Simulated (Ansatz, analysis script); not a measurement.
## Energy of spin spirals in a zigzag Re chain, bond 2.395 Å

Wanted: E(q) and the moments of a zigzag Re chain, bond 2.395 Å along a path through the zone.

Calculated with Ansatz 0.2.0; LDA, PAW set soft_1 (files made for PBE).

Most raw output is cut from this account.

### 1. The structure

The cell holds 2 atoms: 2 Re. Its edges and angles: a = 12.000 Å, b = 12.000 Å, c = 2.874 Å, α = 90.0°, β = 90.0°, γ = 90.0°. An idealised lattice of chosen spacing, in vacuum. Vacuum lies along a and b. The structure's axis is c.

### 2. The collinear state

First a free collinear run, to see which state the typed moments lead to.

The input, input.yaml:

```yaml
crystal:
  lattice:
    - [12.0, 0.0, 0.0]
    - [0.0, 12.0, 0.0]
    - [0.0, 0.0, 2.874]
  atoms:
    - { symbol: Re, position: [0.4201666667, 0.5, 0.0], spin: 1.0 }
    - { symbol: Re, position: [0.5798333333, 0.5, 0.5], spin: 1.0 }
magnetization:
  spin_polarized: true
kpoints:
  mp_grid: { grid: [1, 1, 10] }
hamiltonian:
  xc: lda
  pseudopotentials: { kind: paw, azcp: { folder: soft_1 }, xc_functional: pbe }
scf:
  occupations: { method: fermi_dirac, width: 0.1 }
  max_iter: 120
  convergence: { dr2_threshold: 1.0e-08 }
  lower_state_search: "off"
output:
  write_density: true
  write_potential: true
  elf: true
  volumetric_format: npy
```

Launch:

```sh
$ ansatz run input.yaml --threads 4 --pin off --max-ram 8192MiB --backend cpu --events-out ev --progress --plain --runs-dir out
```

Run time: 3.9 s. Hardware: 4 threads of Arm Neoverse V2, shared host; peak memory 0.59 GiB.

Spin moment in the atom's sphere by atom:

| atom | spin moment in the atom's sphere (μB) |
| --- | --- |
| Re1 | 0.533 |
| Re2 | 0.533 |

Tables count atoms from 1; parts of the log count from 0.

The run ends ferromagnetic, with a net moment of 1.87 μB a cell. Only this order was typed.

Spin density in the ca plane at fractional y = 0.500, with atoms of Re within 0.2 Å of it.

Ten even steps from '0' (0.00 e/Å³) to '9' (0.22 e/Å³), each cell a mean:
```
000000000000000
000000000000000
000000000000000
000000000000000
000000000000000
000000000000000
000000000000000
000001122110000
111223577532211
123588666688532
001367766776310
100002344320000
664310000001346
669973111137996
765543222234556
543111111111134
110000000000001
000000000000000
000000000000000
000000000000000
000000000000000
000000000000000
000000000000000
000000000000000
```
Columns run along c (2.9 Å), rows up along a (12.0 Å). Atoms in or near the plane, at fractional coordinates: Re at (0.00, 0.42), Re at (0.50, 0.58).

Valence density in the ca plane at fractional y = 0.500, with atoms of Re within 0.2 Å of it. It is the smooth field of the valence electrons, not physical close to the nuclei.

Ten even steps from '_' (0.0 e/Å³) to '@' (6.9 e/Å³), each cell a mean:
```
______________________________
______________________________
______________________________
______________________________
______________________________
______________________________
______________________________
______________________________
________..::--====--::..______
______..--##@@@@@@@@##--..____
______..--**%%@@@@%%**--..____
..........::::----::::........
++++==::....________....::==++
@@@@%%++::..________..::++%%@@
%%%%**==..____________..==**%%
::....____________________....
______________________________
______________________________
______________________________
______________________________
______________________________
______________________________
______________________________
______________________________
```
Columns run along c (2.9 Å), rows up along a (12.0 Å). Atoms in or near the plane, at fractional coordinates: Re at (0.00, 0.42), Re at (0.50, 0.58).

ELF in the ca plane at fractional y = 0.500, with atoms of Re within 0.2 Å of it. It is the smooth field of the valence electrons, not physical close to the nuclei.

Ten even steps from '0' (0.00) to '9' (0.73), each cell a mean:
```
000000000000000
000000000000000
000000000000000
000000000000000
111000000000011
221111111111112
333222222222233
544322233222344
654457888875445
543589977998534
543479988997434
455555666655555
887654555545678
689964355346998
899864455446899
665433455433456
222223444432222
111222233222211
111111111111111
000000000000000
000000000000000
000000000000000
000000000000000
000000000000000
```
Columns run along c (2.9 Å), rows up along a (12.0 Å). Atoms in or near the plane, at fractional coordinates: Re at (0.00, 0.42), Re at (0.50, 0.58).

### 3. Denser mesh

Levels at the Fermi energy are partly filled, so moments and energy differences can hang on the k-mesh, and the state is solved again on a denser one.

input.yaml, the sections that differ from step 2:

```yaml
crystal:
  lattice:
    - [12.0, 0.0, 0.0]
    - [0.0, 12.0, 0.0]
    - [0.0, 0.0, 2.874]
  atoms:
    - { symbol: Re, position: [0.4201666667, 0.5, 0.0], spin: 0.53 }
    - { symbol: Re, position: [0.5798333333, 0.5, 0.5], spin: 0.53 }
kpoints:
  mp_grid: { grid: [1, 1, 37] }
basis:
  ecutwfc: 420.0
checkpoint:
  read: start
  write: ck
  compress: false
  write_wavefunctions: false
  write_every: 100000
# magnetization, hamiltonian, scf: as in step 2
# output: removed
```

It took 4.2 s on 4 threads; peak memory 0.7 GiB.

Spin moment in the atom's sphere by atom:

| atom | spin moment in the atom's sphere (μB) |
| --- | --- |
| Re1 | 0.565 |
| Re2 | 0.565 |

The run ends ferromagnetic, with a net moment of 1.99 μB a cell, against 1.87 μB on the first mesh.

Each spiral starts from these moments, tilted 20° from the rotation axis z (a cone), with their directions locked in the turning frame; energies are taken at the locked directions, corrected for the field of the lock. Spin–orbit coupling is switched off, so the energy does not depend on how the axis lies in the crystal. The folder named start holds the saved collinear state, from which each run begins.

The runs on spinors take the mesh 1×1×36.

### 4. q = (0, 0, 0)

The reference is the same input at q = 0, so that basis and exchange-correlation form match those at other q. Every q is chosen so that q/2 is a mesh vector: every spiral then samples the k-points of q = 0, and much mesh noise cancels.

input.yaml, the sections that differ from step 3:

```yaml
crystal:
  lattice:
    - [12.0, 0.0, 0.0]
    - [0.0, 12.0, 0.0]
    - [0.0, 0.0, 2.874]
  atoms:
    - { symbol: Re, position: [0.4201666667, 0.5, 0.0], spin: 0.57, spin_axis: [0.34202, 0.0, 0.939693] }
    - { symbol: Re, position: [0.5798333333, 0.5, 0.5], spin: 0.57, spin_axis: [0.34202, 0.0, 0.939693] }
kpoints:
  mp_grid: { grid: [1, 1, 36] }
magnetization:
  noncollinear: true
  spin_spiral: { q: [0.0, 0.0, 0.0] }
  spin_locking: { lock_directions: true }
checkpoint:
  read: start
# hamiltonian, scf, basis: as in step 3
```

Launch:

```sh
$ ansatz run input.yaml --threads 2 --pin off --max-ram 4096MiB --backend cpu --events-out ev --progress --plain --runs-dir out
```

Wall time 82 s (2 threads); peak memory 1.5 GiB; 2.7 min of CPU time.

The largest moment is 0.564 μB, against 0.565 μB in the collinear run.

### 5. q = (0, 0, 0.111)

Only q changes. The cell stays that of the crystal, since the generalised Bloch theorem carries the rotation from cell to cell.

Changes to input.yaml since step 4:

```diff
@@ -22,3 +22,3 @@
   noncollinear: true
-  spin_spiral: { q: [0.0, 0.0, 0.0] }
+  spin_spiral: { q: [0.0, 0.0, 0.11111111] }
   spin_locking: { lock_directions: true }
```

The job ended after 2.1 min (2 threads; peak memory 1.5 GiB).

The energy of the cell lies 1.20 meV above that at q = 0, and the largest moment is 0.554 μB against 0.564 μB.

### 6. q = (0, 0, 0.222)

Changes to input.yaml since step 5:

```diff
@@ -22,3 +22,3 @@
   noncollinear: true
-  spin_spiral: { q: [0.0, 0.0, 0.11111111] }
+  spin_spiral: { q: [0.0, 0.0, 0.22222222] }
   spin_locking: { lock_directions: true }
```

Elapsed: 3.3 min, on 2 threads; peak memory 1.5 GiB.

The energy of the cell lies 5.02 meV above that at q = 0, and the largest moment is 0.527 μB against 0.564 μB.

### 7. q = (0, 0, 0.611)

Changes to input.yaml since step 6:

```diff
@@ -22,3 +22,3 @@
   noncollinear: true
-  spin_spiral: { q: [0.0, 0.0, 0.22222222] }
+  spin_spiral: { q: [0.0, 0.0, 0.61111111] }
   spin_locking: { lock_directions: true }
```

It took 3.8 min on 2 threads; peak memory 1.6 GiB; 7.5 min of CPU time.

The energy of the cell lies 6.02 meV above that at q = 0, and the largest moment is 0.543 μB against 0.564 μB.

### 8. q = (0, 0, 1)

Changes to input.yaml since step 7:

```diff
@@ -22,3 +22,3 @@
   noncollinear: true
-  spin_spiral: { q: [0.0, 0.0, 0.61111111] }
+  spin_spiral: { q: [0.0, 0.0, 1.0] }
   spin_locking: { lock_directions: true }
```

Elapsed: 3.4 min, on 2 threads; peak memory 1.6 GiB; 6.7 min of CPU time.

The energy of the cell lies 4.86 meV above that at q = 0, and the largest moment is 0.552 μB against 0.564 μB.

4 more runs differ from these in the same keys alone and are tabled below.

### 9. E(q)

| q (reciprocal lattice) | path length (1/Å) | E(q) − E(0) (meV a magnetic atom) | \|m\| Re no. 1 (μB) | \|m\| Re no. 2 (μB) |
| --- | --- | --- | --- | --- |
| (0, 0, 0) | 0.000 | 0.00 | 0.56 | 0.56 |
| (0, 0, 0.111) | 0.243 | 0.60 | 0.55 | 0.55 |
| (0, 0, 0.222) | 0.486 | 2.51 | 0.53 | 0.53 |
| (0, 0, 0.389) | 0.850 | 5.01 | 0.51 | 0.51 |
| (0, 0, 0.5) | 1.093 | 4.29 | 0.52 | 0.52 |
| (0, 0, 0.611) | 1.336 | 3.01 | 0.54 | 0.54 |
| (0, 0, 0.778) | 1.700 | 2.26 | 0.55 | 0.55 |
| (0, 0, 0.889) | 1.943 | 2.36 | 0.55 | 0.55 |
| (0, 0, 1) | 2.186 | 2.43 | 0.55 | 0.55 |

### 10. What came out

| Quantity | Value |
| --- | --- |
| lowest point of the path | q = 0 |
| highest point | 5.01 meV a magnetic atom |

What this shows: No spiral that was run lies below the ferromagnetic state at q = 0, and winding the moments costs up to 5.01 meV a magnetic atom. The moments change by at most 11 % from their size at q = 0, a modest change. These are energies of cones, which for rigid moments are sin²θ = 0.12 times those of flat spirals. No spin model is given, since this treatment keeps to cells with one magnetic atom. States with other phases between the sublattices can lie lower than any point of this path. The 9 spiral runs took 28 min of wall time, added up. Energies are free energies at a smearing of 0.1 eV, and with partly filled levels differences shift, at times strongly, as the smearing goes to zero. The cell was taken as built, with atoms unrelaxed. In doubt: the program's search for lower states was switched off, so a lower magnetic state than those reached may exist.

[Logs and program files are shortened in this print: banners, set-up blocks, solver, clock and traceback lines can be left out without a mark of their own.]

[Logs are printed without paths, hosts, clocks, repeated set-up lines and the standing remarks that a program may print on its own settings, such as how far it seeks lower states.]

[Hosts, paths, dates, database ids (printed as entryN), source tags and the programs' standing remarks are cut or masked in the printed files.]
